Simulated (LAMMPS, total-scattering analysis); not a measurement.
# ZnSe: melt, cool and scatter

The run below follows ZnSe down in temperature and asks what total scattering would show at each stop.

Method: classical molecular dynamics (LAMMPS) with the Stillinger-Weber II-VI potential (Zhou et al., Phys. Rev. B 88, 085309 (2013)). Composition: Zn 50.0, Se 50.0 atom %; 1000 atoms.

## The run

The step of 1 fs has to resolve the fastest vibration, that of the lightest atoms and stiffest bonds. The random start is relaxed with capped moves and melted at fixed volume, so that it is forgotten as far as a few ps allow. The hottest part of the cooling also runs at fixed volume, because an open network can foam at zero pressure; below that the barostat finds the density.

in.lmp:

```
# melt and quench of ZnSe
units metal
atom_style atomic
boundary p p p
region box block 0 28.6433 0 28.6433 0 28.6433
create_box 2 box
mass 1 65.3800   # Zn
mass 2 78.9710   # Se
create_atoms 1 random 500 6668 NULL overlap 2.06 maxtry 2000
create_atoms 2 random 500 6675 NULL overlap 2.06 maxtry 2000
pair_style sw
pair_coeff * * CdTeZnSeHgS0.sw Zn Se
neigh_modify delay 0 every 1 check yes
thermo_style custom step time temp pe press density
thermo_modify norm yes
timestep 0.001
thermo 100
minimize 1e-4 1e-4 200 2000
reset_timestep 0
velocity all create 2600 6669 mom yes dist gaussian
fix lim all nve/limit 0.05
fix lan all langevin 2600 2600 0.1 6670 zero yes
thermo 500
run 1000 post no
unfix lim
unfix lan
thermo 2666
fix md all nvt temp 2600 2600 0.1
run 8000 post no
unfix md
thermo 1600
fix md all nvt temp 2600 1800 0.1
run 8000 post no
unfix md
thermo 2500
fix md all nvt temp 1800 1800 0.1
run 5000 post no
unfix md
print "== production at 1800 K"
dump d all custom 400 s0.traj id type xu yu zu
dump_modify d sort id format float %.3f
thermo 200
fix md all nvt temp 1800 1800 0.1
run 8000 post no
unfix md
undump d
[... 1 more blocks of the same form, at 1200 K ...]
thermo 1800
fix md all npt temp 1200 300 0.1 iso 0 0 1
run 9000 post no
unfix md
thermo 2500
fix md all npt temp 300 300 0.1 iso 0 0 1
run 5000 post no
unfix md
print "== production at 300 K"
dump d all custom 400 s2.traj id type xu yu zu
dump_modify d sort id format float %.3f
thermo 200
fix md all npt temp 300 300 0.1 iso 0 0 1
run 8000 post no
unfix md
undump d
```

```console
$ lmp -in in.lmp -log none -nocite
```

```text
[a thinned log: between the lines shown up to 5 are left out unmarked, longer gaps are marked]
LAMMPS (22 Jul 2025 - Update 4)
Created orthogonal box = (0 0 0) to (28.6433 28.6433 28.6433)
Created 500 atoms
Created 500 atoms
   Step          Time           Temp          PotEng         Press         Density
         0   0              0              1.5846942      734060.91      5.0999945
       100   0.1            0             -2.0903054      2650.8224      5.0999945
       200   0.2            0             -2.1489873      5494.1459      5.0999945
Loop time of 0.411121 s on 1 MPI rank(s) for 200 steps with 1000 atoms
Minimization stats:
  Stopping criterion = max iterations
  Energy initial, next-to-last, final =
      1.58469423797977  -2.14861579454004  -2.14898730562935
  Force two-norm initial, final = 549.17694 2.2997408
         0   0              2600          -2.1489873      20754.107      5.0999945
[... 7 lines left out ...]
      7998   7.998          2530.561      -1.785872       49847.426      5.0999945
[... 7 lines left out ...]
     14400   14.4           1986.539      -1.8779316      42270.255      5.0999945
[... 7 lines left out ...]
     22000   22             1820.3124     -1.94901        35075.988      5.0999945
== production at 1800 K (one thermo line in eight is kept)
     28400   28.4           1818.4626     -1.9750923      31263.675      5.0999945
[... 7 lines left out ...]
   Step          Time           Temp          PotEng         Press         Density
[... 7 lines left out ...]
   Step          Time           Temp          PotEng         Press         Density
== production at 1200 K (one thermo line in eight is kept)
     41000   41             1220.0402     -2.1497455      1589.6296      4.7826499
[... 7 lines left out ...]
     49000   49             1181.4232     -2.1859293      1755.4197      4.7990481
[... 7 lines left out ...]
   Step          Time           Temp          PotEng         Press         Density
     63000   63             314.89832     -2.3424372      2910.5929      4.9341751
Loop time of 6.98725 s on 1 MPI rank(s) for 5000 steps with 1000 atoms
== production at 300 K (one thermo line in eight is kept)
   Step          Time           Temp          PotEng         Press         Density
     63000   63             314.89832     -2.3424372      2910.593       4.9341751
     64600   64.6           295.73951     -2.3443302     -1199.969       4.9175851
     66200   66.2           299.63061     -2.3410781      675.24402      4.923449
     67800   67.8           289.55791     -2.343912      -1105.8479      4.9171819
     69400   69.4           301.91969     -2.3428318     -502.65289      4.9225386
     71000   71             301.41518     -2.3423727     -625.69351      4.91323
Loop time of 11.232 s on 1 MPI rank(s) for 8000 steps with 1000 atoms
```

Time and hardware: 100 s on 1 thread of Intel(R) Xeon(R) Gold 6455B (Sapphire Rapids) (shared host), peak memory 0.1 GiB.

## Analysis

The totals are in Faber–Ziman form. Below 4 Å⁻¹ the partials are summed on the cell's own reciprocal vectors (from 0.22 Å⁻¹) and folded with a Gaussian of σ = 0.07 Å⁻¹; above it they are transforms of g(r) out to 14.3 Å, tapered over the last 40 %. X-rays take neutral-atom form factors, neutrons coherent lengths (Zn 5.68, Se 7.97 fm). G(r) = 4πrρ₀[g(r) − 1] carries the resolution of a Lorch-windowed transform up to 25 Å⁻¹. The patterns are simulated, not measured. The potential was fitted to tetrahedral crystals; it favours four neighbours in the liquid and keeps the solid to temperatures at which the real compounds have long melted or sublimed. Each stop is averaged over 20 or 21 frames.

```csv
T (K),state,density (g/cm³),first clear X-ray maximum (Å⁻¹),its height (X-ray),first clear neutron maximum (Å⁻¹),its height (neutron),Zn–Se (Å),Se around Zn,Zn–Zn (Å),held,"D over the elements, rough (10⁻⁹ m²/s)"
1800,liquid,5.100,2.12,1.25,2.10,1.30,2.57,4.32,4.06,"volume, 3.2 GPa mean",3.1 to 4
1200,viscous,4.795,1.99,1.34,1.99,1.44,2.53,3.88,3.96,pressure,0.22 to 0.33
300,rigid,4.918,1.99,1.45,1.98,1.52,2.50,3.78,4.02,pressure,-
```

X-ray S(Q):

```csv
Q (Å⁻¹),1800 K,1200 K,300 K
0.8,0.04,0.06,0.06
1.1,0.06,0.09,0.08
1.4,0.14,0.20,0.18
1.7,0.41,0.77,0.79
2.0,1.14,1.34,1.45
2.3,1.13,0.76,0.70
2.6,1.02,0.70,0.57
2.9,1.16,1.03,0.89
3.2,1.28,1.71,1.70
3.5,1.15,1.35,1.63
3.8,0.87,0.84,0.84
4.1,0.77,0.64,0.59
4.4,0.81,0.70,0.59
4.7,0.95,0.89,0.81
5.0,1.08,1.12,1.13
5.3,1.14,1.20,1.30
5.6,1.11,1.15,1.18
5.9,1.03,1.04,1.03
6.2,0.96,0.98,0.98
6.5,0.92,0.92,0.96
6.8,0.93,0.88,0.87
7.1,0.97,0.92,0.85
7.4,1.02,0.99,0.94
7.7,1.05,1.07,1.05
8.0,1.05,1.09,1.14
8.3,1.03,1.07,1.14
8.6,0.99,1.01,1.05
8.9,0.97,0.96,0.95
```

At 300 K the maxima of S(Q), Q in Å⁻¹ (height), are X-ray: 1.99 (1.45), 3.34 (2.02), 5.28 (1.30), 8.15 (1.15); neutron: 1.98 (1.52), 3.34 (2.02), 5.28 (1.29), 8.15 (1.15). Its shells:

| pair | first peak (Å) | g there | first minimum (Å) | g there | neighbours | X-ray weight (f = Z) | neutron weight |
| --- | --- | --- | --- | --- | --- | --- | --- |
| Zn–Se | 2.50 | 10.7 | 3.14 | 0.11 | 3.8 Se per Zn, 3.8 Zn per Se | 0.50 | 0.49 |
| Se–Se | 3.83 | 3.1 | 5.16 | 0.42 | 12.0 | 0.28 | 0.34 |
| Zn–Zn | 4.02 | 3.2 | 4.98 | 0.47 | 11.4 | 0.22 | 0.17 |

Bonded neighbours (only these pairs count: cutoffs Zn–Se 3.14 Å): Zn: 2 1.9 %, 3 21 %, 4 73 %, 5 3.2 %; Se: 2 1.3 %, 3 26 %, 4 66 %, 5 6.3 %. Se–Zn–Se peak at 106° and Zn–Se–Zn peak at 110°. These counts come from 4 frames.

The tapered transform alone would put 1.96 at the X-ray maximum of 3.34 Å⁻¹, where the reciprocal vectors give 2.02; the two routes agree.

**Reading.** From 1800 to 300 K the sample goes from a liquid to rigid on the time of the run; the hottest stop is held at the starting volume, and the last has 4.918 g/cm³. The first Zn–Se shell holds 3.8 Se at 2.50 Å. The first Zn–Zn shell holds 11.4 Zn at 4.02 Å, with no empty gap behind it. In Bhatia–Thornton form S_CC/(c₁c₂) peaks at 1.90 Å⁻¹ with 3.58, the mark of chemical order: unlike neighbours are preferred. Unlike atoms are nearest: the pair functions peak at 2.50 Å (Zn–Se) and 3.83 Å (Se–Se). The ratio of these peaks, 1.53 (±0.04), compares with 1.73 for a triangle, 1.63 for a tetrahedron and 1.41 for an octahedron, and Zn has 3.8 anions. The quench is many orders of magnitude faster than melt spinning, so the glass is little relaxed, and a real sample of this composition would mostly crystallise.

[Logs are printed without paths, hosts, clocks, repeated set-up lines and the standing remarks that a program may print on its own settings, such as how far it seeks lower states.]
